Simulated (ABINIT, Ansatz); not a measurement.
Planning a run of ABINIT 10.8.3 on AgCl (Chlorargyrite). The input:

```
acell 3*1.0 Angstrom
rprim 
  0.000000000000 2.735000000000 2.735000000000
  2.735000000000 0.000000000000 2.735000000000
  2.735000000000 2.735000000000 0.000000000000
ntypat 2
znucl 47 17
natom 2
typat 1 2
xred 
  0.000000000000 0.000000000000 0.000000000000
  0.500000000000 0.500000000000 0.500000000000
pp_dirpath "pseudos"
pseudos "Ag.upf, Cl.upf"
ecut 37
ngkpt 6 6 6
nshiftk 1
shiftk 0.11 0.21 0.31
kptopt 3
chksymbreak 0
iscf -2
irdden 1
istwfk *1
nband 27
nbdbuf 4
tolwfr 1e-09
nstep 60
prtvol 0
indata_prefix "in"
outdata_prefix "out"
tmpdata_prefix "tmp"
```

The database entry behind the starting cell differs from later determinations by our own check (an axis about 1.4 % short against later determinations), so it need not match the best structure at ambient conditions.

```sh
OMP_NUM_THREADS=1 mpirun -n 4 abinit run.abi > log
```

Estimate wall time and host memory on 4 MPI ranks of Arm Neoverse V2, shared host.

It took 68 s; on shared hardware allow 34 s to 2.3 min. Peak host memory was 0.52 GiB.

[Paths, hosts, dates, memory and timing lines, banners, echoed tables and standing remarks are left out of the program output.]

[Logs are printed without paths, hosts, clocks, repeated set-up lines and the standing remarks that a program may print on its own settings, such as how far it seeks lower states.]

[Runs of the session that timed out or met a known fault of the program may be left out.]

[Hosts, paths, dates, database ids (printed as entryN), source tags and the programs' standing remarks are cut or masked in the printed files.]

[G0W0 gaps are taken among the corrected bands and points alone; a level outside them can change the order at an edge.]

[Where Ansatz stands beside ABINIT at settings called matched, ABINIT's density can come from a denser mesh and the files from another edition; pairs whose starting gaps differed by over 0.03 eV were left out, so agreement reads better than it is.]
